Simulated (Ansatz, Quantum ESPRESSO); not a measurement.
# Lattice dynamics of CaSb (Pm-3m) in two programs, part 4 of 4

Aim: the phonon dispersion of CaSb (Pm-3m), checked by a second program.

Quantum ESPRESSO 7.5; DFT PBE, scalar-relativistic, plane waves, SPMS norm-conserving pseudopotentials.

So far. Step 8 (Sums over the zone): At 300 K the heat capacity has reached 98 % of the Dulong-Petit value. Step 9 (Zone-centre analysis): The rule moves no optical mode by more than 0.2 cm⁻¹.

The structure was built from a prototype and need not be the compound's stable phase.

### 13. Cross-check with Ansatz

The same cell goes through another code, with its own cutoff. The potentials differ. Its k mesh is centred on Γ.

This step: DFT PBE, scalar-relativistic, plane waves, PseudoDojo norm-conserving pseudopotentials (Ansatz 0.2.0).

Contents of input.yaml:

```yaml
crystal:
  lattice:
    - [3.8785496774, 0.0, 0.0]
    - [0.0, 3.8785496774, 0.0]
    - [0.0, 0.0, 3.8785496774]
  atoms:
    - { symbol: Ca, position: [0.0, 0.0, 0.0] }
    - { symbol: Sb, position: [0.5, 0.5, 0.5] }
kpoints:
  mp_grid: { grid: [8, 8, 8] }
hamiltonian:
  xc: pbe
  pseudopotentials: { kind: nc, accuracy: standard }
scf:
  occupations: { method: methfessel_paxton, width: 0.27211 }
output:
  eigenvalues: true
phonons:
  method: dfpt
  qmesh: [2, 2, 2]
  temperatures: { t_max: 1000, t_step: 50 }
  qpath:
    path:
      - [[0.0, 0.0, 0.0], [0.0, 0.5, 0.0], [0.5, 0.5, 0.0], [0.0, 0.0, 0.0], [0.5, 0.5, 0.5], [0.0, 0.5, 0.0]]
      - [[0.5, 0.5, 0.5], [0.5, 0.5, 0.0]]
    npoints: 12
```

Command:

```sh
$ ansatz run input.yaml --threads 4 --pin off --max-ram 8192MiB --backend cpu --events-out ev --progress --plain --runs-dir out
```

Numbers of over 12 decimals in the logs are rounded to 6 here.

Log:

```text
Engine: ansatz 0.2.0, aarch64-unknown-linux-gnu
Pseudopotentials: kind: nc
Pseudopotential: Ca, nc, valence charge 10, recommended cutoff 925.187132 eV (normal), Ca.nc.azcp (PseudoDojo's, or run here from an input of PseudoDojo's; its table is named by hamiltonian.pseudopotentials.accuracy)
Pseudopotential: Sb, nc, valence charge 15, recommended cutoff 1088.45545 eV (normal), Sb.nc.azcp (PseudoDojo's, or run here from an input of PseudoDojo's; its table is named by hamiltonian.pseudopotentials.accuracy)
Functional definition: PBE
  parameter kappa = 0.804
  parameter beta = 0.066725
  exchange = pbe_x(kappa = kappa, mu = beta*pi^2/3)
  correlation = pbe_c(beta = beta)
Crystal: 2 atoms, lattice volume = 58.346 Å³
Basis set: ecut = 1088.45545 eV, 4729 PW (Γ), exchange–correlation on 90×90×90 points (8 copies of the dense FFT grid, shifted against one another)
Bands: 17, of which v1, the nominal top of the filled ones, is band 13 counted from 1 (12 counted from 0)
Symmetry: 48 space group operations
k-points: 35 of 512
Non-local potential: Ca, projectors of the file, l = 0: 2, l = 1: 2, l = 2: 2
Non-local potential: Sb, projectors of the file, l = 0: 2, l = 1: 2, l = 2: 2, l = 3: 2
Initial density: superposition of atomic densities (chi_scale 0.1, normalization cell, long waves kept (reshape's long-wave potential 0.00 eV rms))
Initial wavefunctions: pseudopotential atomic-orbital guess
Functional: x = pbe(κ = 0.804, μ = 0.219515), c = pbe(β = 0.066725)
SCF iter   1: F=—  HF=-3530.353768 eV  |F-HF|=—  |Δ(HF+E_count)|=         —  Δρ=4.98e-2  dr2=2.85e0  ethr=3.10e-3  ⟨swp⟩=7.9  Hψ=4161  notcnv=0
preconditioner: auto → Kerker (q_TF=auto, 2.369 Å⁻¹)  [metal: Δε(μ)=0.013 eV  Ē_g=5.487 eV  σ=0.272 eV  W_gap=0.04  n_scr=18 (ndim 8)  ℏωp=12.9 eV  f_vac=0.000  D(μ)=1.77/eV (n_scr^D=18)]
SCF iter   2: F=—  HF=-3529.603938 eV  |F-HF|=—  |Δ(HF+E_count)|=   7.50e-1  S|Δr|=    0.00e0  Δρ=2.26e-2  dr2=6.53e-1  ethr=3.10e-3  ⟨swp⟩=3.9  Hψ=1525  notcnv=0
SCF iter   3: F=—  HF=-3529.382234 eV  |F-HF|=—  |Δ(HF+E_count)|=   2.22e-1  S|Δr|=    0.00e0  Δρ=4.65e-3  dr2=1.31e-2  ethr=2.61e-3  ⟨swp⟩=3.8  Hψ=1233  notcnv=0
SCF iter   4: F=—  HF=-3529.381603 eV  |F-HF|=—  |Δ(HF+E_count)|=   6.31e-4  S|Δr|=    0.00e0  Δρ=1.11e-3  dr2=8.32e-4  ethr=5.22e-5  ⟨swp⟩=2.1  Hψ=964  notcnv=0
SCF iter   5: F=—  HF=-3529.381795 eV  |F-HF|=—  |Δ(HF+E_count)|=   1.92e-4  S|Δr|=    0.00e0  Δρ=3.20e-4  dr2=6.70e-5  ethr=3.33e-6  ⟨swp⟩=2.0  Hψ=742  notcnv=0
SCF iter   6: F=—  HF=-3529.381806 eV  |F-HF|=—  |Δ(HF+E_count)|=   1.08e-5  S|Δr|=    0.00e0  Δρ=6.64e-5  dr2=2.06e-6  ethr=2.68e-7  ⟨swp⟩=2.8  Hψ=1034  notcnv=0
SCF iter   7: F=—  HF=-3529.381776 eV  |F-HF|=—  |Δ(HF+E_count)|=   2.97e-5  S|Δr|=    0.00e0  Δρ=1.34e-5  dr2=2.25e-7  ethr=8.22e-9  ⟨swp⟩=2.7  Hψ=957  notcnv=0
SCF iter   8: F=—  HF=-3529.381776 eV  |F-HF|=—  |Δ(HF+E_count)|=   4.93e-9  S|Δr|=    0.00e0  Δρ=4.10e-6  dr2=1.78e-8  ethr=9.00e-10  ⟨swp⟩=2.1  Hψ=717  notcnv=0
SCF iter   9: F=—  HF=-3529.381776 eV  |F-HF|=—  |Δ(HF+E_count)|=   3.91e-9  S|Δr|=    0.00e0  Δρ=3.53e-7  dr2=6.84e-11  ethr=7.11e-11  ⟨swp⟩=2.0  Hψ=844  notcnv=0
SCF iter  10: F=-3529.381776 eV  HF=-3529.381776 eV  |F-HF|=1.82e-12  |Δ(HF+E_count)|=  9.09e-12  S|Δr|=    0.00e0  Δρ=9.24e-8  dr2=2.39e-12  ethr=1.00e-12  ⟨swp⟩=9.4  Hψ=3844  notcnv=0
SCF 1 converged in 10 iterations: F = -3529.381776 eV  dr2 = 2.39e-12
phonons: the bands overlap, so this run is a metal and interpolates without the dipole-dipole term. If the crystal is really an insulator or semiconductor, its LO-TO splitting is missing
NSCF: frozen V_eff on 35 k-points
NSCF: frozen V_eff on 75 k-points
DFPT response loops at q = (0, 0, 0) (fractional): preconditioner auto → Kerker (q_TF=auto, 2.369 Å⁻¹) (partly filled bands, converged f_vac=0.000); β = 1.00, the filter's whole step (`scf.mixing.beta` (0.50) is not read by the response loops under this deck's `scf.mixing.preconditioner`; to damp them name `kerker` or `kerker_dos`, under which they read `scf.mixing.beta`, and type it under 1.00, their step now; both keys bind the ground state too); Broyden in place of MSR1
NSCF: frozen V_eff on 250 k-points
DFPT response loops at q = (0, 0, -0.5) (fractional): mixed as the last ones told, above
NSCF: frozen V_eff on 250 k-points
DFPT response loops at q = (0, -0.5, -0.5) (fractional): mixed as the last ones told, above
NSCF: frozen V_eff on 150 k-points
DFPT response loops at q = (-0.5, -0.5, -0.5) (fractional): mixed as the last ones told, above
SCF converged after 10 iterations
Stability not checked: this state was not tested for a lower state beside it, because cold or Methfessel-Paxton smearing, or corrected tetrahedra, fill the levels in a way that the test cannot read (fill_not_monotonic; see scf.lower_state_search)
Free energy (F): -3529.381776 eV
Harris-Foulkes:  -3529.381776 eV  (|F-HF|=1.82e-12)
Internal energy: -3529.387046 eV  (E = F + TS)
E sigma→0 (E₀):  -3529.383093 eV
Entropy (-TS):   0.005269 eV (2.635 meV/atom)
Fermi energy:    9.259367 eV
--- Per-component energies (eV) ---
  E_band       = -299.139103
  E_kinetic    = 1811.129323
  E_local      = -1969.769412  (includes V_loc(G=0)·N_el)
  E_nonlocal   = -1216.664728
  E_hartree    = 822.025166
  E_xc         = -817.761519
  E_vxc        = -567.884646  (∫ρ·V_xc dr)
  E_ewald      = -2158.345875
  E_smearing   = 0.005269  (= −TS)
  E_closure    = 0.000000  (closes the sum)
  Σ components = -3529.381776   (vs F -3529.381776, Δ=0.00e0)
--- Band table (eV; the first three rows and the last of 35) ---
  k-point 0: bands = [... 9 lower, -0.8871, 9.6296, 9.6296, 9.6296, 10.1448, 10.1448, 12.3259, 13.1371]
  k-point 1: bands = [... 9 lower, -0.7645, 8.2193, 9.5916, 9.5916, 10.2356, 10.9120, 13.1407, 13.1572]
  k-point 2: bands = [... 9 lower, -0.4304, 6.5676, 9.4980, 9.4980, 10.4825, 11.7229, 13.2067, 13.6563]
  k-point 34: bands = [... 9 lower, 1.7869, 6.3821, 6.3821, 6.3821, 11.9499, 11.9499, 11.9499, 14.0829]
--- Phonons (Γ-DFPT): 2 representative perturbations + reference (Σ response iterations 6) ---
  ASR residual: 1.407e-4 → 0.000e0 eV/Å²; symmetrization residual: 1.360e-6 eV/Å²
  ASR residual per site (eV/Å²): 1.41e-4 6.64e-5
  Γ frequencies (cm⁻¹): 0.00 0.00 0.00 139.89 139.89 139.89
--- Phonons (arbitrary-q DFPT): 4 irreducible q on the 2×2×2 mesh ---
  q = [0.0000, 0.0000, 0.0000] (star 1, of the zone-centre solve; hermiticity 1.25e-6, symmetrization 2.66e-14): -0.00 0.00 0.00 139.89 139.89 139.89
  q = [0.0000, 0.0000, -0.5000] (star 3, 4 solved perturbations in 400 linear systems a pass and spin channel, the states on 125 of 512 k-point pairs; hermiticity 2.06e-13, symmetrization 2.27e-13, the responses' own estimated error 1.7e-4 eV/Å²): 70.77 70.77 94.54 94.54 96.06 156.29
  q = [0.0000, -0.5000, -0.5000] (star 3, 4 solved perturbations in 400 linear systems a pass and spin channel, the states on 125 of 512 k-point pairs; hermiticity 1.98e-6, symmetrization 1.68e-12, the responses' own estimated error 1.7e-4 eV/Å²): 74.84 74.84 83.91 104.21 174.46 174.46
  q = [-0.5000, -0.5000, -0.5000] (star 1, 2 solved perturbations on 75 of 512 k-point pairs; hermiticity 2.69e-13, symmetrization 5.48e-12, the responses' own estimated error 1.8e-4 eV/Å²): 88.45 88.45 88.45 139.09 139.09 139.09
  sum rule: each row above includes the acoustic sum rule's correction from the zone centre's row sums; it moved no ω² by more than (0.98 cm⁻¹)²
  mesh force constants: q→R imaginary residual 2.22e-17; ASR residual 1.407e-4 → 0.000e0 eV/Å²; symmetrization residual 1.776e-15 eV/Å²
  interpolated dispersion: 74 rows × 6 modes
  density of states and harmonic sums: on the 16×16×16 q-mesh, interpolated from the force constants of a 2×2×2 supercell (no non-analytic term)
  largest difference from the sums on the solved wave vectors: F 9.80e-2 eV, S 1.30e-4 and C_V 3.23e-5 eV/K
  zero-point energy: 0.038846 eV/cell   skipped modes (ω ≤ 0): 3   left out of the sums: 1.22e-4 of the cell's modes: C_V's classical limit lies that fraction below 3 k_B per atom; for a crystal, a wire or a layer, F and S can be off by more, and a phonons.interpolated_qmesh denser along its periods is the remedy for the sampling
```

The job ended after 99 s (4 threads of Arm Neoverse V1, shared host; peak memory 1.3 GiB; 6.4 min of CPU time).

Numbers from this step:

```
sum-rule residual before enforcement                               : 1.41e-4 eV/Å²
lowest frequency on the path                                       : 0 cm⁻¹
highest optical zone-centre mode (no LO-TO term)                   : 139.9 cm⁻¹
lowest optical zone-centre mode                                    : 139.9 cm⁻¹
lowest mode on the q mesh (acoustic ones at the zone centre apart) : 70.77 cm⁻¹
zero-point energy per atom                                         : 19.42 meV
heat capacity at 300 K                                             : 24.36 J/(mol atoms K)
vibrational entropy at 300 K                                       : 44.42 J/(mol atoms K)
```

### 14. The two compared: QE SPMS and Ansatz, PseudoDojo

Worked out from the results:

* root-mean-square difference: 0.12 cm⁻¹
* largest difference: 0.22 cm⁻¹
* root-mean-square difference on the path: 0.2 cm⁻¹
* largest difference on the path: 0.5 cm⁻¹

The 12 of 21 modes that differ most. Frequencies side by side:

```
q (reciprocal lattice)  mode  QE SPMS (cm⁻¹)  Ansatz, PseudoDojo (cm⁻¹)
              0 0 -0.5     1           70.67                      70.77
              0 0 -0.5     2           70.67                      70.77
              0 0 -0.5     3           94.46                      94.54
              0 0 -0.5     4           94.46                      94.54
              0 0 -0.5     6           156.1                      156.3
           0 -0.5 -0.5     3           83.75                      83.91
           0 -0.5 -0.5     4           104.3                      104.2
           0 -0.5 -0.5     5           174.3                      174.5
           0 -0.5 -0.5     6           174.3                      174.5
        -0.5 -0.5 -0.5     4           138.9                      139.1
        -0.5 -0.5 -0.5     5           138.9                      139.1
        -0.5 -0.5 -0.5     6           138.9                      139.1
```

The interpolated bands of the two lie on top of each other.

At the solved wavevectors the largest difference (acoustic modes at Γ apart) is 0.1 % of the highest mode.

### 15. What came out

```yaml
space_group_after_relaxation: Pm-3m
volume_per_atom: 29.2 Å³
highest_optical_zone_centre_mode_no_lo_to_term: 139.7 cm⁻¹
q_mesh: 2×2×2
lowest_mode_on_the_q_mesh_acoustic_ones_at_the_zone_centre_apart: 70.7 cm⁻¹
zero_point_energy_per_atom: 19.4 meV
heat_capacity_at_300_k: 24.4 J/(mol atoms K)
vibrational_entropy_at_300_k: 44.5 J/(mol atoms K)
imaginary_modes_on_the_q_mesh: none
largest_difference_from_ansatz_pseudodojo: 0.22 cm⁻¹
```

**Reading.** CaSb (Pm-3m) is dynamically stable on the 2×2×2 mesh; its spectrum reaches 174 cm⁻¹. At the PBE level the optical modes of CaSb (Pm-3m) at the zone centre lie at 140 cm⁻¹. QE SPMS and Ansatz, PseudoDojo agree to 0.22 cm⁻¹ (0.1 % of the highest mode compared) on all solved modes but the acoustic ones at Γ, without the LO-TO term. These are harmonic frequencies at zero temperature: anharmonic shifts and linewidths and thermal expansion are left out. Spin-orbit coupling is left out, which can matter for the heavy elements here. In a metal the frequencies hang on the k mesh and the smearing, most of all near Kohn anomalies. The runs are without spin polarisation, although the cell has an odd electron count or an open d or f shell, so a magnetic state was not tested. The q mesh stands for a supercell only 7.8 Å across, so branches between the solved wavevectors are rough. The structure is a hypothetical one, built on a prototype.

[Host names and launcher messages were left out of these logs when they were recorded.]

[Logs are printed without paths, hosts, clocks, repeated set-up lines and the standing remarks that a program may print on its own settings, such as how far it seeks lower states.]

[Hosts, paths, dates, database ids (printed as entryN), source tags and the programs' standing remarks are cut or masked in the printed files.]
